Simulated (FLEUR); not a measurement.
# Fe2B: parallel and opposed starts

Does Fe2B prefer parallel or opposed moments?

Calculated with FLEUR MaX-R8.1; PBEsol; all-electron FLAPW, Dirac cores, scalar-relativistic bands.

**What experiment says.**

“Structural transformation and magnetic properties of (Fe0.7Co0.3)2B alloys doped with 5d elements: A combined first-principles and experimental study” (2021, arxiv:2104.13724) quotes from earlier work for Fe2B, tetragonal CuAl2-type (quoted from earlier experiment): moment (total moment per 3d atom) about 1.9 μB [rounded literature value quoted in introduction; per 3d atom, temperature not stated].

The database entry behind the starting cell differs from later determinations by our own check (0.1 to 0.3 % short, probably kX units), so it need not match the best structure at ambient conditions.

## (1) Starting point

It takes space group I4/mcm (No. 140, tetragonal). The conventional cell has a = 5.099 Å, b = 5.099 Å, c = 4.240 Å, α = 90.00°, β = 90.00°, γ = 90.00°. Nearest to Fe lie 4 B at 2.18 Å and 3 Fe at 2.41 to 2.43 Å. B has 2 B at 2.12 Å and 8 Fe at 2.18 Å nearest. Farther neighbours are not listed.

Structure file:

```xyz
6
Lattice="-2.5495 2.5495 2.1200 2.5495 -2.5495 2.1200 2.5495 2.5495 -2.1200" Properties=species:S:1:pos:R:3 pbc="T T T"
Fe    3.4010    0.8515    0.0000
Fe    0.8515    1.6980    0.0000
Fe   -0.8515    1.6980    2.1200
Fe    1.6980    0.8515    2.1200
B     0.0000    0.0000    3.1800
B     0.0000    0.0000    1.0600
```

## (2) Run 1 (ferro ++++)

The parallel start comes first: it shows whether parallel moments hold.

inpgen writes inp.xml from crystal.txt; cutoffs, mixing, functional, smearing and local orbitals are then set in the file. The k list default-1 (kpts.xml, not shown) is a Γ-centred 8×8×8 mesh; where the ranks do not divide the number of points, some are split in two of half the weight.

Contents of inp.xml:

```
<?xml version="1.0" encoding="UTF-8" standalone="no"?>
<fleurInput fleurInputVersion="0.39">
   <comment>
      Fe2B
   </comment>
   <calculationSetup>
      <cutoffs Kmax="4.0" Gmax="12.0" GmaxXC="12.0" numbands="0"/>
      <scfLoop itmax="90" minDistance="0.00002" maxIterBroyd="15" imix="Anderson" alpha="0.05" precondParam="0.0" spinf="2.0" sdNocoIR="T"/>
      <coreElectrons ctail="T" frcor="F" kcrel="0" coretail_lmax="0"/>
      <xcFunctional name="PBEs" relativisticCorrections="F"/>
      <magnetism jspins="2"/>
      <soc l_soc="F" theta="0.0" phi="0.0" spav="F"/>
      <expertModes spex="0" secvar="F"/>
      <geometryOptimization l_f="F" forcealpha="1.0" forcemix="BFGS" epsdisp="0.00001" epsforce="0.00001"/>
      <ldaU l_linMix="F" mixParam="0.05" spinf="1.0"/>
   </calculationSetup>
   <cell>
      <bzIntegration valenceElectrons="70.0" mode="hist" fermiSmearingEnergy="0.00183747">
         <kPointListSelection listName="default-1"/>
         <xi:include xmlns:xi="http://www.w3.org/2001/XInclude" href="kpts.xml"> </xi:include>
      </bzIntegration>
      <xi:include xmlns:xi="http://www.w3.org/2001/XInclude" href="sym.xml"> </xi:include>
      <bulkLattice scale="1.0">
         <bravaisMatrix>
            <row-1>   -4.8178567546676998     4.8178567546676998     4.0062193841519997</row-1>
            <row-2>    4.8178567546676998    -4.8178567546676998     4.0062193841519997</row-2>
            <row-3>    4.8178567546676998     4.8178567546676998    -4.0062193841519997</row-3>
         </bravaisMatrix>
      </bulkLattice>
   </cell>
   <atomSpecies>
      <species name="Iron (Fe) 2.801" element="Fe" atomicNumber="26">
         <mtSphere radius="2.05" gridPoints="677" logIncrement="0.018"/>
         <atomicCutoffs lmax="8" lnonsphr="6"/>
         <electronConfig flipSpins="F">
            <coreConfig>(1s1/2) (2s1/2) (2p1/2) (2p3/2)</coreConfig>
            <valenceConfig>(3s1/2) (3p1/2) (3p3/2) (4s1/2) (3d3/2) (3d5/2)</valenceConfig>
            <stateOccupation state="(3d3/2)" spinUp="1.4005" spinDown="0.9995"/>
            <stateOccupation state="(3d5/2)" spinUp="3.0" spinDown="0.6"/>
         </electronConfig>
         <energyParameters s="4" p="4" d="3" f="4"/>
         <lo type="SCLO" l="0" n="3" eDeriv="0"/>
         <lo type="SCLO" l="1" n="3" eDeriv="0"/>
      </species>
      <species name="Boron (B)" element="B" atomicNumber="5">
         <mtSphere radius="1.95" gridPoints="645" logIncrement="0.016"/>
         <atomicCutoffs lmax="8" lnonsphr="6"/>
         <electronConfig flipSpins="F">
            <coreConfig>(1s1/2)</coreConfig>
            <valenceConfig>(2s1/2) (2p1/2) (2p3/2)</valenceConfig>
            <stateOccupation state="(2p1/2)" spinUp="0.166667" spinDown="0.166667"/>
            <stateOccupation state="(2p3/2)" spinUp="0.333333" spinDown="0.333333"/>
         </electronConfig>
         <energyParameters s="2" p="2" d="3" f="4"/>
      </species>
   </atomSpecies>
   <atomGroups>
      <atomGroup species="Iron (Fe) 2.801">
         <relPos label="                   1">.1670000000 -.3330000000 -.1660000000</relPos>
         <relPos label="                   2">.3330000000 .1670000000 1.000/2.000</relPos>
         <relPos label="                   3">-.1670000000 .3330000000 .1660000000</relPos>
         <relPos label="                   4">-.3330000000 -.1670000000 1.000/2.000</relPos>
         <force calculate="T" relaxXYZ="TTT"/>
      </atomGroup>
      <atomGroup species="Boron (B)">
         <relPos label="                   5">-1.000/4.000 -1.000/4.000 .0000000000</relPos>
         <relPos label="                   6">1.000/4.000 1.000/4.000 .0000000000</relPos>
         <force calculate="T" relaxXYZ="TTT"/>
      </atomGroup>
   </atomGroups>
   <output dos="F" band="F" slice="F">
      <bandDOS minEnergy="-.5*Htr" maxEnergy="0.5*Htr" sigma="0.015" storeEVData="T"/>
      <plotting iplot="0" polar="F">
         <plot TwoD="T" vec1="  1.0  0.0  0.0" vec2="  0.0  1.0  0.0" vec3="  0.0  0.0  1.0" zero="  0.0  0.0  0.0" file="plot"/>
      </plotting>
      <moessbauerParams electricFieldGradient="F" isomerShift="F" coreHyperfine="F" valenceHyperfine="F"/>
   </output>
</fleurInput>
```

Contents of crystal.txt:

```
Fe2B
&input film=F cartesian=F /
-2.54950000000  2.54950000000  2.12000000000
2.54950000000  -2.54950000000  2.12000000000
2.54950000000  2.54950000000  -2.12000000000
1.8897261246
1.0 1.0 1.0

6
26 0.16700000000  0.66700000000  0.83400000000 : 2.801
26 0.33300000000  0.16700000000  0.50000000000 : 2.801
26 0.83300000000  0.33300000000  0.16600000000 : 2.801
26 0.66700000000  0.83300000000  0.50000000000 : 2.801
5 0.75000000000  0.75000000000  0.00000000000
5 0.25000000000  0.25000000000  0.00000000000

&kpt div1=8 div2=8 div3=8 gamma=T /
```

On the command line:

```
$ OMP_NUM_THREADS=1 inpgen -f crystal.txt > inpgen.log  # inp.xml is then edited as shown
$ OMP_NUM_THREADS=1 mpirun -n 4 fleur_MPI > fleur.log
```

The program printed:

```text
Welcome to FLEUR        (www.flapw.de)
      MaX-Release 8.1          (www.max-centre.eu)

 ========== k-point set info ==========
 Selected k-point list: default-1
 k-point list type: mesh
 0 x 0 x 0
 Number of k points: 60

 ------------Calculation Setup---------------------------
 Number of MPI-tasks      :            4
 Number of PE/node        :            4
 Number of OMP-threads    :            1
 k-points in parallel     :            4
 pe's per k-point         :            1
 No of k-point loops      :           15
 Eigenvalue solver        :       lapack
 Number of basis functions:          457
 Approximate size of matrices (H+S) per k-point:         0.003 GB
 --------------------------------------------------------
Nuclear radius smaller than smallest radial mesh point for atom type 2 -- skipping its core isomer shift
 Iteration:     1   Distance:      19.65533353 me/bohr^3
Nuclear radius smaller than smallest radial mesh point for atom type 2 -- skipping its core isomer shift
 Iteration:     2   Distance:      15.41571014 me/bohr^3
Nuclear radius smaller than smallest radial mesh point for atom type 2 -- skipping its core isomer shift
 Iteration:     3   Distance:       9.57133227 me/bohr^3
Nuclear radius smaller than smallest radial mesh point for atom type 2 -- skipping its core isomer shift
 Iteration:     4   Distance:       9.64025458 me/bohr^3
Nuclear radius smaller than smallest radial mesh point for atom type 2 -- skipping its core isomer shift
 Iteration:     5   Distance:       4.37950407 me/bohr^3
Nuclear radius smaller than smallest radial mesh point for atom type 2 -- skipping its core isomer shift
 Iteration:     6   Distance:       4.05960468 me/bohr^3
Nuclear radius smaller than smallest radial mesh point for atom type 2 -- skipping its core isomer shift
 Iteration:     7   Distance:       2.28085480 me/bohr^3
Nuclear radius smaller than smallest radial mesh point for atom type 2 -- skipping its core isomer shift
 Iteration:     8   Distance:       1.96648643 me/bohr^3
Nuclear radius smaller than smallest radial mesh point for atom type 2 -- skipping its core isomer shift
 Iteration:     9   Distance:       1.52467603 me/bohr^3
Nuclear radius smaller than smallest radial mesh point for atom type 2 -- skipping its core isomer shift
 Iteration:    10   Distance:       0.79106329 me/bohr^3
Nuclear radius smaller than smallest radial mesh point for atom type 2 -- skipping its core isomer shift
 Iteration:    11   Distance:       0.54253364 me/bohr^3
Nuclear radius smaller than smallest radial mesh point for atom type 2 -- skipping its core isomer shift
 Iteration:    12   Distance:       0.16197350 me/bohr^3
Nuclear radius smaller than smallest radial mesh point for atom type 2 -- skipping its core isomer shift
 Iteration:    13   Distance:       0.04542899 me/bohr^3
Nuclear radius smaller than smallest radial mesh point for atom type 2 -- skipping its core isomer shift
 Iteration:    14   Distance:       0.03017048 me/bohr^3
Nuclear radius smaller than smallest radial mesh point for atom type 2 -- skipping its core isomer shift
 Iteration:    15   Distance:       0.01047089 me/bohr^3
Nuclear radius smaller than smallest radial mesh point for atom type 2 -- skipping its core isomer shift
 Iteration:    16   Distance:       0.00970116 me/bohr^3
Nuclear radius smaller than smallest radial mesh point for atom type 2 -- skipping its core isomer shift
 Iteration:    17   Distance:       0.00427798 me/bohr^3
Nuclear radius smaller than smallest radial mesh point for atom type 2 -- skipping its core isomer shift
 Iteration:    18   Distance:       0.00197543 me/bohr^3
Nuclear radius smaller than smallest radial mesh point for atom type 2 -- skipping its core isomer shift
 Iteration:    19   Distance:       0.00074537 me/bohr^3
Nuclear radius smaller than smallest radial mesh point for atom type 2 -- skipping its core isomer shift
 Iteration:    20   Distance:       0.00049670 me/bohr^3
Nuclear radius smaller than smallest radial mesh point for atom type 2 -- skipping its core isomer shift
 Iteration:    21   Distance:       0.00053795 me/bohr^3
Nuclear radius smaller than smallest radial mesh point for atom type 2 -- skipping its core isomer shift
 Iteration:    22   Distance:       0.00016634 me/bohr^3
Nuclear radius smaller than smallest radial mesh point for atom type 2 -- skipping its core isomer shift
 Iteration:    23   Distance:       0.00003178 me/bohr^3
Nuclear radius smaller than smallest radial mesh point for atom type 2 -- skipping its core isomer shift
 Iteration:    24   Distance:       0.00000966 me/bohr^3

 ********************************************************************
 Run finished successfully
 Stop message:
   all done
 ********************************************************************

--- out.xml (last complete iteration) ---
<iteration numberForCurrentRun="   24" overallNumber="   24">
         <energyParameters units="Htr">
            <atomicEP atomType="1" spin="1" branch="4s" branchLowest="-2.78" branchHighest="2.75" value="0.1950162752"/>
            <atomicEP atomType="1" spin="1" branch="4p" branchLowest="-1.51" branchHighest="3.39" value="0.3200569335"/>
            <atomicEP atomType="1" spin="1" branch="3d" branchLowest="-9.99" branchHighest="0.55" value="0.3229387811"/>
            <atomicEP atomType="1" spin="1" branch="4f" branchLowest="-9.99" branchHighest="4.25" value="0.6277882170"/>
            <loAtomicEP atomType="1" spin="1" branch="3s" branchLowest="-29.43" branchHighest="-2.78" value="-2.8015948838"/>
            <loAtomicEP atomType="1" spin="1" branch="3p" branchLowest="-24.98" branchHighest="-1.51" value="-1.5595379803"/>
            <atomicEP atomType="2" spin="1" branch="2s" branchLowest="-5.92" branchHighest="1.27" value="0.1003368928"/>
            <atomicEP atomType="2" spin="1" branch="2p" branchLowest="-9.99" branchHighest="1.31" value="0.2774716588"/>
            <atomicEP atomType="2" spin="1" branch="3d" branchLowest="-9.99" branchHighest="3.56" value="0.5007944743"/>
            <atomicEP atomType="2" spin="1" branch="4f" branchLowest="-9.99" branchHighest="5.81" value="0.6617486315"/>
            <atomicEP atomType="1" spin="2" branch="4s" branchLowest="-2.69" branchHighest="2.82" value="0.2087781991"/>
            <atomicEP atomType="1" spin="2" branch="4p" branchLowest="-1.42" branchHighest="3.46" value="0.3316232478"/>
            <atomicEP atomType="1" spin="2" branch="3d" branchLowest="-9.99" branchHighest="0.63" value="0.3755983234"/>
            <atomicEP atomType="1" spin="2" branch="4f" branchLowest="-9.99" branchHighest="4.31" value="0.6375797616"/>
            <loAtomicEP atomType="1" spin="2" branch="3s" branchLowest="-29.39" branchHighest="-2.69" value="-2.7192167525"/>
            <loAtomicEP atomType="1" spin="2" branch="3p" branchLowest="-24.95" branchHighest="-1.42" value="-1.4792281979"/>
            <atomicEP atomType="2" spin="2" branch="2s" branchLowest="-5.92" branchHighest="1.25" value="0.0896396816"/>
            <atomicEP atomType="2" spin="2" branch="2p" branchLowest="-9.99" branchHighest="1.30" value="0.2674491769"/>
            <atomicEP atomType="2" spin="2" branch="3d" branchLowest="-9.99" branchHighest="3.55" value="0.4916506964"/>
            <atomicEP atomType="2" spin="2" branch="4f" branchLowest="-9.99" branchHighest="5.79" value="0.6526461858"/>
         </energyParameters>
         <bandgap value="0.0098775058" units="eV"/>
         <sumValenceSingleParticleEnergies value="-46.8811819637" units="Htr"/>
         <FermiEnergy value="0.4291846042" units="Htr"/>
         <valenceDensity>
            <mtCharges spin="1">
               <mtCharge atomType="1" total="8.1202396" s="1.1217152" p="3.1184959" d="3.8703987" f="0.0080507"/>
               <mtCharge atomType="2" total="1.1384190" s="0.4063583" p="0.6581905" d="0.0585525" f="0.0117073"/>
            </mtCharges>
            <mtCharges spin="2">
               <mtCharge atomType="1" total="6.1929217" s="1.1197870" p="3.1271903" d="1.9371645" f="0.0075454"/>
               <mtCharge atomType="2" total="1.2664313" s="0.4332908" p="0.7686004" d="0.0541614" f="0.0083975"/>
            </mtCharges>
            <spinDependentCharge spin="1" total="38.6867912" interstitial="3.9289947" mtSpheres="34.7577965"/>
            <spinDependentCharge spin="2" total="31.3132088" interstitial="4.0086592" mtSpheres="27.3045495"/>
            <totalCharge value="70.0000000000"/>
         </valenceDensity>
         <coreStates atomType="     1" atomicNumber=" 26" spin="1" kinEnergy="    573.9240244477" eigValSum="   -360.5771958232" lostElectrons=" 0.000000">
            <state n="1" l="0" j="0.5" energy="-256.2055488059" weight="1.0000000000"/>
            <state n="2" l="0" j="0.5" energy="-29.4260676620" weight="1.0000000000"/>
            <state n="2" l="1" j="0.5" energy="-25.2868789466" weight="1.0000000000"/>
            <state n="2" l="1" j="1.5" energy="-24.8293502043" weight="2.0000000000"/>
         </coreStates>
         <coreStates atomType="     1" atomicNumber=" 26" spin="2" kinEnergy="    574.3133538795" eigValSum="   -360.4518049746" lostElectrons=" 0.000000">
            <state n="1" l="0" j="0.5" energy="-256.2056729100" weight="1.0000000000"/>
            <state n="2" l="0" j="0.5" energy="-29.3877663439" weight="1.0000000000"/>
            <state n="2" l="1" j="0.5" energy="-25.2583624299" weight="1.0000000000"/>
            <state n="2" l="1" j="1.5" energy="-24.8000016454" weight="2.0000000000"/>
         </coreStates>
         <coreStates atomType="     2" atomicNumber="  5" spin="1" kinEnergy="     10.7839591474" eigValSum="     -5.9180779618" lostElectrons=" 0.000013">
            <state n="1" l="0" j="0.5" energy="-5.9180779618" weight="1.0000000000"/>
         </coreStates>
         <coreStates atomType="     2" atomicNumber="  5" spin="2" kinEnergy="     10.7793425105" eigValSum="     -5.9209126341" lostElectrons=" 0.000013">
            <state n="1" l="0" j="0.5" energy="-5.9209126341" weight="1.0000000000"/>
         </coreStates>
         <allElectronCharges>
            <spinDependentCharge spin="1" total="60.6867912" interstitial="3.9290187" mtSpheres="56.7577725"/>
            <spinDependentCharge spin="2" total="53.3132088" interstitial="4.0086834" mtSpheres="49.3045253"/>
            <totalCharge value="113.9999999911"/>
         </allElectronCharges>
         <magneticMomentsInMTSpheres units="muBohr">
            <globalMagMoment atomType="1" vec="0.00000   0.00000   1.92732"/>
            <localMagMoment atomType="1" vec="0.00000   0.00000   1.92732"/>
            <globalMagMoment atomType="2" vec="0.00000   0.00000  -0.12801"/>
            <localMagMoment atomType="2" vec="0.00000   0.00000  -0.12801"/>
         </magneticMomentsInMTSpheres>
         <moessbauerParams unitsHFF="kG" unitsIS="e/bohr^3" unitsEFG="Htr/bohr^2">
         </moessbauerParams>
         <totalEnergy value="    -5136.0964125428" units="Htr">
            <sumOfEigenvalues value="    -2954.6751663464">
               <coreElectrons value="-2907.7939843827"/>
               <valenceElectrons value="-46.8811819637"/>
            </sumOfEigenvalues>
            <densityCoulombPotentialIntegral value="-7861.9984617163"/>
            <densityEffectivePotentialIntegral value="-8159.1302216901"/>
            <chargeDenXCDenIntegral value="-226.9357725488"/>
            <FockExchangeEnergyValence value="0.0000000000"/>
            <FockExchangeEnergyCore value="0.0000000000"/>
            <atomTypeDependentContributions atomType="1">
               <electronNucleiInteractionDifferentMTs value="6063.3736913080"/>
               <MadelungTerm value="-59.3656665272"/>
            </atomTypeDependentContributions>
            <atomTypeDependentContributions atomType="2">
               <electronNucleiInteractionDifferentMTs value="56.6149437434"/>
               <MadelungTerm value="-3.2621629009"/>
            </atomTypeDependentContributions>
            <tkbTimesEntropy value="0.0013615624"/>
            <freeEnergy value="-5136.0977741052"/>
            <extrapolationTo0K value="-5136.0970933240"/>
         </totalEnergy>
         <densityConvergence units="me/bohr^3">
            <chargeDensity spin="1" distance="0.0000047234"/>
            <chargeDensity spin="2" distance="0.0000066272"/>
            <overallChargeDensity distance="0.0000062564"/>
            <spinDensity distance="0.0000096600"/>
         </densityConvergence>
      </iteration>
```

The job ended after 63 s (4 MPI ranks of Intel Xeon Platinum 8375C at 2.90GHz (Ice Lake), shared host; peak memory 0.29 GiB; 4.2 min of CPU time).

Spin moment in the muffin-tin sphere by atom:

```
atom  spin moment in the muffin-tin sphere (μB)
 Fe1                                       1.93
 Fe2                                       1.93
 Fe3                                       1.93
 Fe4                                       1.93
  B5                                      -0.13
  B6                                      -0.13
```

Read from the output:

| Item | Value |
| --- | --- |
| free energy | -139760.3403 eV |
| program's band gap on this mesh (in a metal only a level spacing) | 0.009878 eV |
| magnetization | 7.374 μB |
| final state | ferromagnetic, with opposed induced moments |

After 24 cycles the largest moment stands at 1.93 μB.

(Part 1 of 2 ends here.)

[Logs and program files are shortened in this print: banners, set-up blocks, solver, clock and traceback lines can be left out without a mark of their own.]

[Logs are printed without paths, hosts, clocks, repeated set-up lines and the standing remarks that a program may print on its own settings, such as how far it seeks lower states.]

[Hosts, paths, dates, database ids (printed as entryN), source tags and the programs' standing remarks are cut or masked in the printed files.]

[Where a cell is said to come from a database of computed structures, the database is the Materials Project.]
